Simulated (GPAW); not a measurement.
# OH/Al(110): simulated STM images, part 2 of 2

Aim: Tersoff-Hamann images of OH/Al(110) at several biases.

GPAW 26.7.0; GPAW, PAW setups; slab in vacuum, relaxation (the session's first sound run).

So far. Step 2 (Relaxation): The relaxation lowered the energy of the cell by 0.351 eV (energies extrapolated to zero smearing; the optimiser's log prints free energies). The largest force left on a free atom is 0.016 eV/Å.

## Step 3: Plane waves, PBE (continued)

Local density of states summed over the bias window over a1 and a2. Sample bias -1 V, constant height 3.0 Å over the top atom.

Ten even steps from '0' (1.03 × 1e-5 arbitrary) to '9' (1.22 × 1e-5 arbitrary):
```
988887776677667778888
987766776577567766778
997655654455445655679
877655543333334555677
666655433322333455666
666654322211222345666
765543101100110134556
765543101100110134556
666654322211222345666
666655433322333455666
877655543333334555677
997655654455445655679
987766776577567766778
988887776677667778888
988997776666667779988
```
Columns: a1 from 0 to 0.952; rows upwards: a2 from 0 to 0.933.

Tip height over the top atom over a1 and a2. Sample bias 1.5 V, constant current at the mean current 3.0 Å over the top atom.

Ten even steps from '0' (2.961 Å) to '9' (3.052 Å):
```
112235678999987653221
111234667899876643211
111124567788776542111
101123456777765432110
000123455666655432100
000122345555554322100
000012234555543221000
000012234555543221000
000122345555554322100
000123455666655432100
101123456777765432110
111124567788776542111
111234667899876643211
112235678999987653221
112345678999987654321
```
Columns: a1 from 0 to 0.952; rows upwards: a2 from 0 to 0.933.

Local density of states summed over the bias window over a1 and a2. Sample bias 1.5 V, constant height 3.0 Å over the top atom.

Values in units of 1e-4 arbitrary, 15 rows by 16 columns, each cell a mean:
```
5.3 5.3 5.3 5.4 5.5 5.5 5.6 5.7 5.7 5.7 5.6 5.5 5.5 5.4 5.3 5.3
5.3 5.3 5.3 5.4 5.4 5.5 5.6 5.7 5.7 5.6 5.6 5.5 5.4 5.3 5.3 5.3
5.3 5.3 5.3 5.3 5.4 5.5 5.6 5.6 5.6 5.6 5.5 5.5 5.4 5.3 5.3 5.3
5.2 5.2 5.3 5.3 5.4 5.5 5.5 5.6 5.6 5.5 5.5 5.4 5.4 5.3 5.2 5.2
5.2 5.2 5.2 5.3 5.4 5.4 5.5 5.5 5.5 5.5 5.5 5.4 5.3 5.3 5.2 5.2
5.2 5.2 5.2 5.3 5.3 5.4 5.4 5.5 5.5 5.5 5.4 5.4 5.3 5.3 5.2 5.2
5.2 5.2 5.2 5.3 5.3 5.4 5.4 5.5 5.4 5.4 5.4 5.3 5.3 5.3 5.2 5.2
5.2 5.2 5.2 5.3 5.3 5.4 5.4 5.5 5.4 5.4 5.4 5.3 5.3 5.3 5.2 5.2
5.2 5.2 5.2 5.3 5.3 5.4 5.4 5.5 5.5 5.5 5.4 5.4 5.3 5.3 5.2 5.2
5.2 5.2 5.2 5.3 5.4 5.4 5.5 5.5 5.5 5.5 5.5 5.4 5.3 5.3 5.2 5.2
5.2 5.2 5.3 5.3 5.4 5.5 5.5 5.6 5.6 5.5 5.5 5.4 5.4 5.3 5.2 5.2
5.3 5.3 5.3 5.3 5.4 5.5 5.6 5.6 5.6 5.6 5.5 5.5 5.4 5.3 5.3 5.3
5.3 5.3 5.3 5.4 5.4 5.5 5.6 5.7 5.7 5.6 5.6 5.5 5.4 5.3 5.3 5.3
5.3 5.3 5.3 5.4 5.5 5.5 5.6 5.7 5.7 5.7 5.6 5.5 5.5 5.4 5.3 5.3
5.3 5.3 5.3 5.4 5.5 5.6 5.6 5.7 5.7 5.7 5.6 5.5 5.5 5.4 5.3 5.3
```
Columns: a1 from 0 to 0.952; rows upwards: a2 from 0 to 0.933.

Force by atom:

```csv
atom,x (eV/Å),y (eV/Å),z (eV/Å),size
Al1,0.000,0.000,0.100,0.100
Al2,0.000,0.000,-0.211,0.211
Al3,0.000,0.000,0.073,0.073
Al4,0.000,0.000,-0.005,0.005
Al5,0.000,0.000,-0.015,0.015
O6,0.000,0.000,0.011,0.011
H7,0.000,0.000,0.016,0.016
```

The potential is flat to 7.3e-4 eV/Å where it is read, so the vacuum is wide enough.

## Step 4: A changed run

One more run, with changed settings.

File run.py:

```python
import json
import numpy as np
from ase import Atoms
from gpaw import GPAW, PW

slab = Atoms(
    ['Al', 'Al', 'Al', 'Al', 'Al', 'O', 'H'],
    positions=[
        [0.00000, 0.00000, 8.00000],
        [2.02500, 1.43189, 9.43189],
        [0.00000, 0.00000, 10.86378],
        [2.02500, 1.43189, 12.25497],
        [0.00000, -0.00000, 14.05982],
        [2.02500, -0.00000, 14.90252],
        [2.02500, 0.00000, 15.88008]],
    cell=[[4.05, 0.0, 0.0], [0.0, 2.86378, 0.0], [0.0, 0.0, 23.20756]],
    pbc=[True, True, False])

slab.calc = GPAW(mode=PW(500), xc='PBE', kpts={'size': (8, 11, 1), 'gamma': True},
                 occupations={'name': 'fermi-dirac', 'width': 0.1}, nbands='80%',
                 convergence={'density': 1e-05}, maxiter=50,
                 poissonsolver={'dipolelayer': 'xy'},
                 symmetry={'tolerance': 1e-3}, txt='slab.txt')
result = {}
energy = slab.get_potential_energy()
fermi = slab.calc.get_fermi_level()
v = slab.calc.get_electrostatic_potential().mean((0, 1)) - fermi
n = slab.calc.get_pseudo_density().mean((0, 1))
L = slab.cell[2, 2]
z = np.arange(len(v)) * L / len(v)
low, high = slab.positions[:, 2].min(), slab.positions[:, 2].max()
below, above = np.interp([low - 5.8, high + 5.8], z, v)
slopes = [np.interp(x, z, np.gradient(v, z)) for x in (low - 5.8, high + 5.8)]
eps = np.array([[slab.calc.get_eigenvalues(k, s) for k in range(len(slab.calc.get_ibz_k_points()))]
                for s in range(slab.calc.get_number_of_spins())]) - fermi
top, bottom = eps[eps < 0].max(), eps[eps > 0].min()
dipole = slab.get_dipole_moment()[2]
print(f'energy {energy:.4f} eV, Fermi level {fermi:.4f} eV, dipole {dipole:.5f} e A')
print(f'potential 5.8 A off the faces, from the Fermi level: lower {below:.4f} eV, upper {above:.4f} eV')
print(f'slope of the potential there: lower {slopes[0]:.5f}, upper {slopes[1]:.5f} eV/A')
print(f'nearest levels on the mesh: {top:.4f} and {bottom:.4f} eV')
print('magnetic moment', round(slab.get_magnetic_moment(), 3))
result.update(energy=energy, fermi=fermi, dipole=dipole, below=below, above=above, slopes=slopes, edges=[top, bottom],
              z=z.tolist(), v=v.tolist(), n=n.tolist(), positions=slab.positions.tolist(),
              forces=slab.get_forces(apply_constraint=False).tolist(), moments=slab.get_magnetic_moments().tolist())
json.dump(result, open('result.json', 'w'))
```

Command:

```console
OMP_NUM_THREADS=1 OPENBLAS_NUM_THREADS=1 python run.py
```

Log:

```text
ValueError: Too few bands!  Electrons: 22.0, bands: 80%
```

Run time: 0.85 s. Hardware: 1 thread of Arm Neoverse V1, shared host; peak memory 0.1 GiB.

The program refused the input before any cycle.

The program's message: “ValueError: Too few bands! Electrons: 22.0, bands: 80%”

The change that led to it: nbands = "80 % of the filled bands".

## Step 5: What came out

```json
{"work function, upper and lower face": "2.395 and 4.282 eV", "dipole along the normal": "0.120 e Å", "corrugation at -2 V": "0.0807 Å", "corrugation at -1 V": "0.0976 Å", "corrugation at 1.5 V": "0.0907 Å"}
```

The corrugation at constant current is largest at -1 V, where the tip height varies by 0.098 Å over the cell. Negative sample bias images filled states, positive bias empty ones. The two faces differ by 1.9 eV, the step that the slab's dipole makes (e p/(ε0 A) gives 1.9 eV), so the dipole layer is needed. The images are of Tersoff-Hamann type: an s-wave tip, no tip-sample forces, heights closer than in a microscope. The cell of 11.6 Å² holds one OH, started on one chosen site; other sites and coverages weren't tried. The in-plane lattice was kept as typed, which isn't the functional's own and leaves some strain; spin-orbit coupling and temperature are left out.

[Logs are printed without paths, hosts, clocks, repeated set-up lines and the standing remarks that a program may print on its own settings, such as how far it seeks lower states.]

[Hosts, paths, dates, database ids (printed as entryN), source tags and the programs' standing remarks are cut or masked in the printed files.]
